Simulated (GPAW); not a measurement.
# NbGe2N4 monolayer: simulated STM images

What would a tunnelling microscope show on NbGe2N4 monolayer?

Main program and level: GPAW 26.7.0; GPAW, PAW setups; layer in a repeated cell with vacuum, relaxation of atoms and in-plane cell, in the first sound run; inputs show where later runs differ.

This is a report of a sequence of runs, with most program output left out.

## (1) The structure

The cell holds 7 atoms: 4 N, 2 Ge and 1 Nb. Its edges and angles: a = 3.020 Å, b = 3.020 Å, c = 25.426 Å, α = 90.0°, β = 90.0°, γ = 120.0°. Vacuum lies along c.

## (2) Relaxing the atoms

Forces are removed first; all later runs use this geometry.

run.py

```python
import json
import numpy as np
from ase import Atoms
from ase.filters import FrechetCellFilter
from ase.optimize import BFGS
from gpaw import GPAW, PW

slab = Atoms(
    ['N', 'Ge', 'N', 'Nb', 'N', 'Ge', 'N'],
    positions=[
        [0.00000, 0.00000, 9.00000],
        [-0.00000, 1.74360, 9.58776],
        [-0.00000, 1.74360, 11.42776],
        [0.00000, 0.00000, 12.71284],
        [-0.00000, 1.74360, 13.99792],
        [-0.00000, 1.74360, 15.83792],
        [0.00000, 0.00000, 16.42568]],
    cell=[[3.02, 0.0, 0.0], [-1.51, 2.6154, 0.0], [0.0, 0.0, 25.4257]],
    pbc=[True, True, True],
    magmoms=[0.0, 0.0, 0.0, 1.0, 0.0, 0.0, 0.0])

slab.calc = GPAW(mode=PW(600), xc='PBE', kpts={'size': (12, 12, 1), 'gamma': True},
                 occupations={'name': 'fermi-dirac', 'width': 0.05}, nbands='200%',
                 convergence={'density': 1e-05}, maxiter=200,
                 symmetry={'tolerance': 1e-3}, txt='slab.txt')
result = {}
# The in-plane cell is free; stress needs a cell that repeats along all three vectors
path = []
opt = BFGS(FrechetCellFilter(slab, mask=[1, 1, 0, 0, 0, 1]), maxstep=0.2)
opt.attach(lambda: path.append((slab.get_potential_energy(), slab.positions.tolist(), slab.get_forces().tolist())))
result['relaxed'] = bool(opt.run(fmax=0.02, steps=45))
result['path'] = path
result['cell'] = slab.cell.tolist()
print('in-plane lattice', slab.cell.cellpar().round(4)[[0, 1, 5]])
energy = slab.get_potential_energy()
fermi = slab.calc.get_fermi_level()
v = slab.calc.get_electrostatic_potential().mean((0, 1)) - fermi
n = slab.calc.get_pseudo_density().mean((0, 1))
L = slab.cell[2, 2]
z = np.arange(len(v)) * L / len(v)
low, high = slab.positions[:, 2].min(), slab.positions[:, 2].max()
below, above = np.interp([low - 6.8, high + 6.8], z, v)
slopes = [np.interp(x, z, np.gradient(v, z)) for x in (low - 6.8, high + 6.8)]
eps = np.array([[slab.calc.get_eigenvalues(k, s) for k in range(len(slab.calc.get_ibz_k_points()))]
                for s in range(slab.calc.get_number_of_spins())]) - fermi
top, bottom = eps[eps < 0].max(), eps[eps > 0].min()
dipole = slab.get_dipole_moment()[2]
print(f'energy {energy:.4f} eV, Fermi level {fermi:.4f} eV, dipole {dipole:.5f} e A')
print(f'potential 6.8 A off the faces, from the Fermi level: lower {below:.4f} eV, upper {above:.4f} eV')
print(f'slope of the potential there: lower {slopes[0]:.5f}, upper {slopes[1]:.5f} eV/A')
print(f'nearest levels on the mesh: {top:.4f} and {bottom:.4f} eV')
print('magnetic moment', round(slab.get_magnetic_moment(), 3))
result.update(energy=energy, fermi=fermi, dipole=dipole, below=below, above=above, slopes=slopes, edges=[top, bottom],
              z=z.tolist(), v=v.tolist(), n=n.tolist(), positions=slab.positions.tolist(),
              forces=slab.get_forces(apply_constraint=False).tolist(), moments=slab.get_magnetic_moments().tolist())
json.dump(result, open('result.json', 'w'))
```

Started as:

```sh
$ OMP_NUM_THREADS=1 OPENBLAS_NUM_THREADS=1 python run.py
```

Wall time 17 min (1 thread of AMD EPYC 7R13 (Zen 3), shared host); peak memory 0.92 GiB.

This step gave:

* dipole along the normal: 0.001182 e·Å
* levels nearest the Fermi level on the mesh: -0.06206, 0.01798 eV from the Fermi level
* site moments: 0.002883, 0.005351, -0.001679, 0.4671, -0.001679, 0.005351, 0.002883 μB
* sum of the site moments: 0.4803 μB

The electrostatic potential energy of an electron (without an applied field's), less the Fermi level, planar mean oscillates, so the rows of the table below give means over windows of 1.15 Å about each position, cut where the curve ends. Its maxima inside the range that stand out by 2 % of the span (Å: eV): 10.8: 0.764, 11.9: -7.96, 13.5: -7.96, 14.7: 0.766. Its minima: 9.5: -22.5, 11.5: -11.6, 12.7: -25.2, 13.9: -11.6, 15.9: -22.5.

Table of electrostatic potential energy of an electron (without an applied field's), less the Fermi level, planar mean by z; means over each step:

z (Å), electrostatic potential energy of an electron (without an applied field's), less the Fermi level, planar mean (eV) and a bar from the least value:
```
     0.57        5.7 ##############################
     1.72        5.7 ##############################
     2.88        5.7 ##############################
     4.02        5.7 ##############################
     5.17        5.7 ##############################
     6.33        5.7 ##############################
     7.47        5.3 #############################
     8.62       -7.3 ############
     9.77      -16.0 
    10.92       -2.8 ##################
    12.07      -13.7 ###
    13.22      -15.2 #
    14.37       -3.8 #################
    15.52      -14.0 ###
    16.67       -9.9 ########
    17.82        5.0 #############################
    18.97        5.7 ##############################
    20.12        5.7 ##############################
    21.27        5.7 ##############################
    22.42        5.7 ##############################
    23.57        5.7 ##############################
    24.72        5.7 ##############################
```

The pseudo valence density, planar mean oscillates, so the rows of the table below give means over windows of 1 Å about each position, cut where the curve ends. Its maxima inside the range that stand out by 2 % of the span (Å: e/Å³): 9.0: 0.842, 10.1: 0.313, 11.7: 0.730, 12.7: 1.50, 13.8: 0.730, 15.4: 0.313, 16.4: 0.842. Its minima: 9.7: 0.162, 10.6: 0.214, 12.0: 0.647, 13.4: 0.647, 14.8: 0.214, 15.7: 0.162.

Table of pseudo valence density, planar mean by z; means over each step:

z (Å), pseudo valence density, planar mean (e/Å³) and a bar:
```
        5       0.00 
        6       0.00 
        7       0.00 
        8       0.14 ####
        9       0.66 ###################
       10       0.25 #######
       11       0.42 ############
       12       0.79 ######################
       13       1.07 ##############################
       14       0.61 #################
       15       0.26 #######
       16       0.49 ##############
       17       0.39 ###########
       18       0.02 #
       19       0.00 
       20       0.00
```

Site moment by atom:

```
atom  site moment (μB)
  N1             0.003
 Ge2             0.005
  N3            -0.002
 Nb4             0.467
  N5            -0.002
 Ge6             0.005
  N7             0.003
```

The relaxation lowered the energy of the cell by 0.230 eV (energies extrapolated to zero smearing; the optimiser's log prints free energies). The largest force left on a free atom is 0.017 eV/Å.

## (3) Plane waves, PBE

With the geometry fixed, the planar mean of the potential gives the vacuum level on each side.

This step: GPAW, PAW setups; slab in vacuum (GPAW 26.7.0).

The cell differs from the one that the last finished run ended in (c 25.426 → 25.515 Å).

run.py

```python
import json
import numpy as np
from ase import Atoms
from ase.dft.stm import STM
from gpaw import GPAW, PW

slab = Atoms(
    ['N', 'Ge', 'N', 'Nb', 'N', 'Ge', 'N'],
    positions=[
        [0.00000, -0.00000, 9.00000],
        [0.00000, 1.75696, 9.64354],
        [0.00000, 1.75696, 11.53333],
        [0.00000, 0.00000, 12.75732],
        [0.00000, 1.75696, 13.98132],
        [0.00000, 1.75696, 15.87110],
        [0.00000, 0.00000, 16.51465]],
    cell=[[3.04315, 0.0, 0.0], [-1.52157, 2.63544, 0.0], [0.0, 0.0, 25.5146]],
    pbc=[True, True, False],
    magmoms=[0.0, 0.0, 0.0, 1.0, 0.0, 0.0, 0.0])

slab.calc = GPAW(mode=PW(500), xc='PBE', kpts={'size': (12, 12, 1), 'gamma': True},
                 occupations={'name': 'fermi-dirac', 'width': 0.05}, nbands='200%',
                 convergence={'density': 1e-05}, maxiter=200,
                 poissonsolver={'dipolelayer': 'xy'},
                 symmetry={'tolerance': 1e-3}, txt='slab.txt')
result = {}
energy = slab.get_potential_energy()
fermi = slab.calc.get_fermi_level()
v = slab.calc.get_electrostatic_potential().mean((0, 1)) - fermi
n = slab.calc.get_pseudo_density().mean((0, 1))
L = slab.cell[2, 2]
z = np.arange(len(v)) * L / len(v)
low, high = slab.positions[:, 2].min(), slab.positions[:, 2].max()
below, above = np.interp([low - 6.8, high + 6.8], z, v)
slopes = [np.interp(x, z, np.gradient(v, z)) for x in (low - 6.8, high + 6.8)]
eps = np.array([[slab.calc.get_eigenvalues(k, s) for k in range(len(slab.calc.get_ibz_k_points()))]
                for s in range(slab.calc.get_number_of_spins())]) - fermi
top, bottom = eps[eps < 0].max(), eps[eps > 0].min()
dipole = slab.get_dipole_moment()[2]
print(f'energy {energy:.4f} eV, Fermi level {fermi:.4f} eV, dipole {dipole:.5f} e A')
print(f'potential 6.8 A off the faces, from the Fermi level: lower {below:.4f} eV, upper {above:.4f} eV')
print(f'slope of the potential there: lower {slopes[0]:.5f}, upper {slopes[1]:.5f} eV/A')
print(f'nearest levels on the mesh: {top:.4f} and {bottom:.4f} eV')
print('magnetic moment', round(slab.get_magnetic_moment(), 3))
result.update(energy=energy, fermi=fermi, dipole=dipole, below=below, above=above, slopes=slopes, edges=[top, bottom],
              z=z.tolist(), v=v.tolist(), n=n.tolist(), positions=slab.positions.tolist(),
              forces=slab.get_forces(apply_constraint=False).tolist(), moments=slab.get_magnetic_moments().tolist())

# Images need the states of the whole zone, up to time reversal
slab.calc = slab.calc.fixed_density(symmetry={'point_group': False}, txt='states.txt', nbands='290%',
                                    convergence={'bands': 'CBM+1.3'})
stm = STM(slab)
result['stm'] = []
for bias in [-1.0, 1.0]:
    height = high + 3.0
    current = stm.get_averaged_current(bias, height)
    x, y, h = stm.scan(bias, current)
    i, f = divmod(height / L * stm.ldos.shape[2], 1)
    I = abs((1 - f) * stm.ldos[:, :, int(i)] + f * stm.ldos[:, :, int(i) + 1])
    print(f'bias {bias} V: mean current at 3.0 A {current:.4e}, corrugation {np.ptp(h):.4f} A')
    result['stm'].append(dict(bias=bias, current=current, h=(h - high).tolist(), I=I.tolist()))
json.dump(result, open('result.json', 'w'))
```

The job ended after 6.2 min (1 thread; peak memory 1.3 GiB).

Numbers from this step:

```
dipole along the normal                    : 0.002515 e·Å
levels nearest the Fermi level on the mesh : -0.05396, 0.01778 eV from the Fermi level
upper work function                        : 5.659 eV
lower work function                        : 5.679 eV
site moments                               : 0.002842, 0.005394, -0.001584, 0.4657, -0.001584, 0.005394, 0.002842 μB
corrugation -1                             : 0.4519 Å
corrugation 1                              : 0.1507 Å
sum of the site moments                    : 0.4790 μB
```

The electrostatic potential energy of an electron (without an applied field's), less the Fermi level, planar mean oscillates, so the rows of the table below give means over windows of 1.04 Å about each position, cut where the curve ends. Its maxima inside the range that stand out by 2 % of the span (Å: eV): 10.9: 0.747, 11.9: -7.90, 13.6: -7.90, 14.6: 0.738. Its minima: 9.5: -22.4, 11.5: -11.7, 12.8: -25.2, 14.0: -11.7, 16.0: -22.5.

Table of electrostatic potential energy of an electron (without an applied field's), less the Fermi level, planar mean by z; means over each step:

```
z (Å)  electrostatic potential energy of an electron (without an applied field's), less the Fermi level, planar mean (eV)
 0.52                                                                                                                5.68
 1.56                                                                                                                5.68
 2.60                                                                                                                5.68
 3.64                                                                                                                5.68
 4.68                                                                                                                5.68
 5.72                                                                                                                5.67
 6.76                                                                                                                5.64
 7.80                                                                                                                4.68
 8.84                                                                                                               -11.1
 9.88                                                                                                               -15.4
10.92                                                                                                               -1.99
11.96                                                                                                               -11.5
13.00                                                                                                               -18.8
14.04                                                                                                               -7.03
15.08                                                                                                               -4.47
16.12                                                                                                               -20.0
17.16                                                                                                              -0.471
18.20                                                                                                                5.45
19.24                                                                                                                5.65
20.28                                                                                                                5.65
21.32                                                                                                                5.66
22.36                                                                                                                5.66
23.40                                                                                                                5.66
24.44                                                                                                                5.66
```

The pseudo valence density, planar mean oscillates, so the rows of the table below give means over windows of 1 Å about each position, cut where the curve ends. Its maxima inside the range that stand out by 2 % of the span (Å: e/Å³): 9.1: 0.845, 10.0: 0.307, 11.7: 0.728, 12.9: 1.44, 13.8: 0.728, 15.5: 0.307, 16.4: 0.845. Its minima: 9.6: 0.181, 10.6: 0.211, 12.1: 0.652, 13.4: 0.652, 14.9: 0.211, 15.9: 0.181.

Pseudo valence density, planar mean against z; means over each step:

```
z (Å)  pseudo valence density, planar mean (e/Å³)
    5                                      8.2e-6
    6                                      1.7e-4
    7                                     0.00428
    8                                       0.117
    9                                       0.666
   10                                       0.258
   11                                       0.402
   12                                       0.763
   13                                        1.09
   14                                       0.624
   15                                       0.266
   16                                       0.465
   17                                       0.426
   18                                      0.0245
   19                                      8.6e-4
   20                                      3.6e-5
```

Tip height over the top atom over a1 and a2. Sample bias -1 V, constant current at the mean current 3.0 Å over the top atom.

Ten even steps from '0' (2.66 Å) to '9' (3.11 Å):
```
9999887667889999
9999887678899999
9998887788899999
8888877788888888
7888777788877777
7777777777777777
6667777666555555
5678887654433344
6788887643222234
7888887542101245
7899877532002357
8999877532123577
9999877532235778
9999877543457789
9999877544577899
9999877656778999
```
Columns: a1 from 0 to 0.938; rows upwards: a2 from 0 to 0.938.

Local density of states summed over the bias window over a1 and a2. Sample bias -1 V, constant height 3.0 Å over the top atom.

Ten even steps from '_' (0.43 × 1e-6 arbitrary) to '@' (1.41 × 1e-6 arbitrary):
```
@@@@@@%%%%##++====++##%%%%@@@@@@
@@@@@@%%%%##++++++##%%%%%%@@@@@@
%%%%%%%%##**++++**##%%%%%%%%%%%%
##%%%%####**++**####%%%%####**##
**##******++++****####**********
++++++++++++++++++++++++++++++++
====++++****++++====------------
====++**##**++====::::......::::
==++**######++==::..________..::
++##%%%%%%##++--::__________::--
**%%%%%%%%**++--..________..--++
##%%@@%%##**++--..______..--++**
%%@@@@%%##**++--..____..--++**##
@@@@@@%%****++--::..::--++****%%
@@@@@@%%##**++--::::--++**##%%@@
@@@@@@%%##**++======++**##%%@@@@
```
Columns: a1 from 0 to 0.938; rows upwards: a2 from 0 to 0.938.

Tip height over the top atom over a1 and a2. Sample bias 1 V, constant current at the mean current 3.0 Å over the top atom.

Values in Å, 16 rows by 16 columns:
```
3.06 3.05 3.03 3.03 3.03 3.01 2.99 2.97 2.97 2.99 3.01 3.03 3.03 3.03 3.05 3.06
3.03 3.03 3.04 3.04 3.03 3.01 2.99 2.98 2.99 3.01 3.03 3.04 3.04 3.03 3.03 3.04
3.01 3.03 3.04 3.04 3.02 3.01 3.00 3.00 3.01 3.02 3.04 3.04 3.03 3.01 3.01 3.01
3.02 3.03 3.03 3.02 3.01 2.99 2.97 2.99 3.01 3.02 3.03 3.03 3.02 3.01 3.01 3.01
3.02 3.01 3.01 3.01 2.99 2.95 2.95 2.99 3.01 3.01 3.01 3.02 3.02 3.02 3.02 3.02
3.00 2.99 2.99 3.00 2.97 2.95 2.97 3.00 2.99 2.99 3.00 3.01 3.01 3.02 3.01 3.01
2.96 2.97 2.98 3.00 2.99 2.99 3.00 2.98 2.97 2.96 2.98 2.99 2.99 2.99 2.99 2.98
2.95 2.97 2.99 3.01 3.01 3.01 2.99 2.97 2.95 2.96 2.97 2.97 2.96 2.97 2.97 2.96
2.96 2.99 3.01 3.02 3.02 3.01 2.99 2.96 2.96 2.96 2.96 2.93 2.93 2.96 2.96 2.96
3.00 3.01 3.03 3.04 3.03 3.01 3.00 2.98 2.97 2.96 2.92 2.91 2.92 2.96 2.97 2.98
3.02 3.03 3.04 3.04 3.03 3.02 3.01 2.99 2.97 2.93 2.91 2.91 2.93 2.97 2.99 3.01
3.02 3.03 3.04 3.03 3.02 3.02 3.01 2.99 2.96 2.93 2.92 2.93 2.96 2.99 3.01 3.02
3.01 3.03 3.03 3.01 3.01 3.02 3.02 2.99 2.97 2.96 2.96 2.97 2.99 3.02 3.02 3.01
3.03 3.05 3.03 3.01 3.01 3.02 3.01 2.99 2.97 2.96 2.97 2.99 3.01 3.02 3.01 3.01
3.06 3.06 3.04 3.01 3.01 3.02 3.01 2.98 2.96 2.96 2.98 3.01 3.02 3.01 3.01 3.04
3.06 3.06 3.03 3.01 3.02 3.02 3.00 2.96 2.95 2.96 3.00 3.02 3.02 3.01 3.03 3.06
```
Columns: a1 from 0 to 0.938; rows upwards: a2 from 0 to 0.938.

(Part 1 of 2 ends here.)

[Logs are printed without paths, hosts, clocks, repeated set-up lines and the standing remarks that a program may print on its own settings, such as how far it seeks lower states.]

[Hosts, paths, dates, database ids (printed as entryN), source tags and the programs' standing remarks are cut or masked in the printed files.]
